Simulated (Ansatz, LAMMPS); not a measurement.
# Glassy 73SiO2-27K2O (mol %) (90 atoms), the geometry as built

90 atoms (22 Si, 16 K, 52 O) placed at random at 2.4 g/cm³, melted at 4000 K for 10 ps at fixed volume with the Morse and Coulomb pair potential with partial charges (Pedone, Malavasi, Menziani, Cormack and Segre, J. Phys. Chem. B 110, 11780 (2006)). Quenched from 4000 K to 300 K at 50 K/ps and fixed volume, held 10 ps at zero pressure.

This is the geometry as built. Method: Kohn-Sham DFT, PBE, PAW (set soft_2), plane waves (Ansatz 0.2.0); cutoff 420 eV, Γ point, fermi-dirac smearing of 0.05 eV; density 2.38 g/cm³.

Cell vectors (Å):

```
11.319 0.000 0.000
0.000 11.319 0.000
0.000 0.000 11.319
```

Positions in Å, forces in eV/Å, q the intrinsic-atomic-orbital charge in e:

```csv
atom,x,y,z,q,fx,fy,fz
Si1,9.488,7.523,0.321,1.61,-0.419,1.681,2.388
Si2,10.719,2.646,4.180,1.73,0.732,0.982,0.438
Si3,11.127,10.211,9.193,1.67,1.397,-1.048,2.671
Si4,8.239,1.389,5.080,1.70,1.016,1.832,-5.004
Si5,0.980,0.888,2.161,1.75,1.037,-1.319,0.026
Si6,2.389,6.498,0.799,1.66,1.056,4.188,-1.824
Si7,8.940,6.119,6.385,1.58,-1.674,-2.626,1.380
Si8,2.042,8.832,4.690,1.64,-0.898,0.297,0.821
Si9,8.506,10.626,2.625,1.67,4.140,2.415,-0.275
Si10,10.206,7.316,8.811,1.76,0.993,0.894,0.047
Si11,6.201,1.059,7.415,1.60,-0.589,-1.061,-2.190
Si12,4.583,2.900,5.450,1.71,-1.338,1.115,-0.893
Si13,11.240,9.253,2.322,1.73,-1.179,0.340,0.116
Si14,6.348,5.415,5.009,1.73,-0.047,-0.886,-1.040
Si15,10.161,0.896,0.174,1.67,-0.568,-3.539,2.238
Si16,3.701,6.475,3.572,1.75,-1.084,-0.803,0.573
Si17,3.863,6.903,9.394,1.65,-2.637,0.617,0.253
Si18,2.562,9.332,10.675,1.62,-1.276,-3.062,-0.008
Si19,8.026,3.708,3.087,1.68,0.439,-3.422,4.661
Si20,1.948,4.458,5.292,1.76,-0.755,-0.814,0.457
Si21,1.536,6.843,7.156,1.76,1.558,0.160,2.123
Si22,4.008,2.025,2.272,1.60,0.825,0.482,0.852
K23,9.590,2.666,8.168,0.87,0.159,-0.306,-0.258
K24,9.823,9.778,5.900,0.88,0.353,-0.323,0.038
K25,6.985,8.626,8.815,0.86,0.334,-0.351,-0.286
K26,7.704,7.584,3.442,0.87,0.421,0.232,-0.497
K27,1.745,3.577,11.204,0.89,0.371,-0.066,0.010
K28,5.371,10.750,4.070,0.87,0.797,0.979,1.347
K29,6.867,4.508,8.414,0.87,-0.125,0.456,-0.435
K30,10.565,6.058,3.272,0.86,0.657,0.254,0.250
K31,6.915,1.729,0.090,0.85,0.814,0.360,0.610
K32,3.431,10.233,7.585,0.88,-0.255,-0.461,-0.030
K33,1.467,1.072,6.211,0.87,-0.094,-0.173,-0.328
K34,6.100,9.972,0.060,0.86,0.627,-0.240,0.222
K35,4.219,1.479,10.267,0.87,-0.532,-0.039,0.213
K36,5.832,5.291,0.363,0.86,0.048,-0.115,0.714
K37,3.906,9.850,2.113,0.88,-1.345,-0.200,-0.686
K38,10.234,4.219,0.623,0.86,-0.703,0.395,0.028
O39,9.123,0.293,1.446,-0.92,0.321,1.028,-1.307
O40,2.291,8.175,0.541,-0.95,-0.107,0.813,1.005
O41,6.172,2.028,8.593,-1.13,0.605,2.133,3.001
O42,10.189,8.922,8.741,-0.93,-0.661,1.555,-0.297
O43,7.213,6.246,6.044,-0.94,-0.789,1.129,1.105
O44,0.161,1.483,3.385,-0.90,-0.497,0.036,1.431
O45,0.244,1.409,0.852,-0.95,0.480,2.019,-1.087
O46,9.560,7.115,5.455,-1.12,1.968,3.345,-3.250
O47,3.059,6.216,10.660,-0.95,0.446,-2.353,-0.386
O48,9.055,6.700,7.931,-0.94,-2.212,-0.103,0.390
O49,9.249,4.584,6.438,-1.10,0.028,-1.150,0.456
O50,1.400,5.481,6.381,-0.90,-0.823,-1.503,-0.022
O51,8.395,0.136,4.063,-0.94,-0.163,-0.778,1.239
O52,7.525,1.149,6.412,-0.91,0.091,-0.535,2.654
O53,5.071,0.930,1.834,-1.16,0.425,-1.297,0.371
O54,0.285,6.901,8.153,-0.89,1.064,-0.450,0.017
O55,0.633,3.678,4.679,-0.89,-0.466,-0.677,0.030
O56,3.660,8.495,9.725,-0.97,0.930,1.364,-0.363
O57,2.495,1.379,2.376,-0.90,-1.150,-1.105,0.255
O58,3.157,10.669,11.131,-1.12,1.748,1.952,0.703
O59,1.139,5.724,1.120,-1.08,-2.575,-2.210,0.803
O60,5.034,1.640,6.327,-0.92,-0.916,-0.237,-0.396
O61,8.976,6.454,1.350,-1.15,-0.751,-1.676,0.848
O62,2.714,5.394,4.293,-0.90,0.888,0.815,-2.134
O63,2.995,3.408,5.947,-0.92,1.178,-1.054,0.641
O64,9.515,2.016,10.722,-1.13,-1.959,3.552,-2.038
O65,3.876,3.129,1.176,-1.15,0.152,1.911,-1.538
O66,7.183,9.951,2.419,-1.12,-4.128,-2.115,-0.654
O67,9.815,1.882,5.281,-0.92,0.439,-0.367,1.730
O68,5.215,6.194,4.056,-0.90,1.059,0.373,0.320
O69,4.291,2.631,3.896,-0.90,0.096,-0.867,-1.330
O70,9.676,3.454,3.295,-0.93,0.135,1.520,-1.108
O71,7.638,3.601,1.667,-1.06,-1.348,0.042,-5.066
O72,5.323,6.439,9.372,-1.10,2.510,-0.716,-0.397
O73,1.218,9.521,9.841,-0.92,-1.430,0.010,-1.389
O74,3.272,7.937,4.117,-0.93,1.126,-0.047,-0.589
O75,0.808,8.740,3.597,-0.90,0.228,-1.448,0.776
O76,5.616,4.161,5.683,-0.90,-0.959,-0.774,1.041
O77,10.025,6.827,10.301,-0.92,1.451,-2.233,-0.606
O78,9.798,9.685,2.953,-0.95,-0.255,-0.587,1.599
O79,2.548,10.306,4.941,-1.10,0.308,0.377,0.186
O80,2.978,6.719,8.023,-0.91,-0.897,-0.173,-0.911
O81,5.909,10.862,7.651,-1.12,-0.297,-1.693,0.562
O82,10.551,11.018,10.506,-0.89,-0.078,-1.242,-0.961
O83,3.523,6.471,1.972,-0.91,1.799,-0.370,0.786
O84,7.437,2.438,4.112,-0.92,0.392,0.432,0.077
O85,7.458,4.899,3.957,-0.93,-0.089,2.197,-0.130
O86,10.740,8.287,1.175,-0.89,1.865,-0.481,-0.337
O87,0.695,10.620,1.992,-0.90,1.349,0.416,-0.273
O88,1.672,8.072,6.148,-0.90,-0.312,1.309,-1.074
O89,0.182,11.073,7.966,-1.11,0.109,1.546,-1.946
O90,8.540,8.677,11.231,-1.12,-2.582,1.541,-1.160
```

The quench rate of 50 K/ps is many orders above laboratory rates, so the cell is likely richer in defects and strain than a real sample. The force components of 1.4 eV/Å r.m.s. hold both thermal displacement and the mismatch between the potential that made the cell and DFT. The network of bonds at the start is that of the classical potential that made the cell, and needn't be the one that DFT or experiment would give. Only the Γ point is sampled, in a cell whose shortest periodic width is 11 Å.

The r.m.s. force component is 1.37 eV/Å; the longest force, 5.80 eV/Å, acts on Si19.

[Long decimals in the printed logs are rounded to 6 places.]

[Logs are printed without paths, hosts, clocks, repeated set-up lines and the standing remarks that a program may print on its own settings, such as how far it seeks lower states.]

[Hosts, paths, dates, database ids (printed as entryN), source tags and the programs' standing remarks are cut or masked in the printed files.]
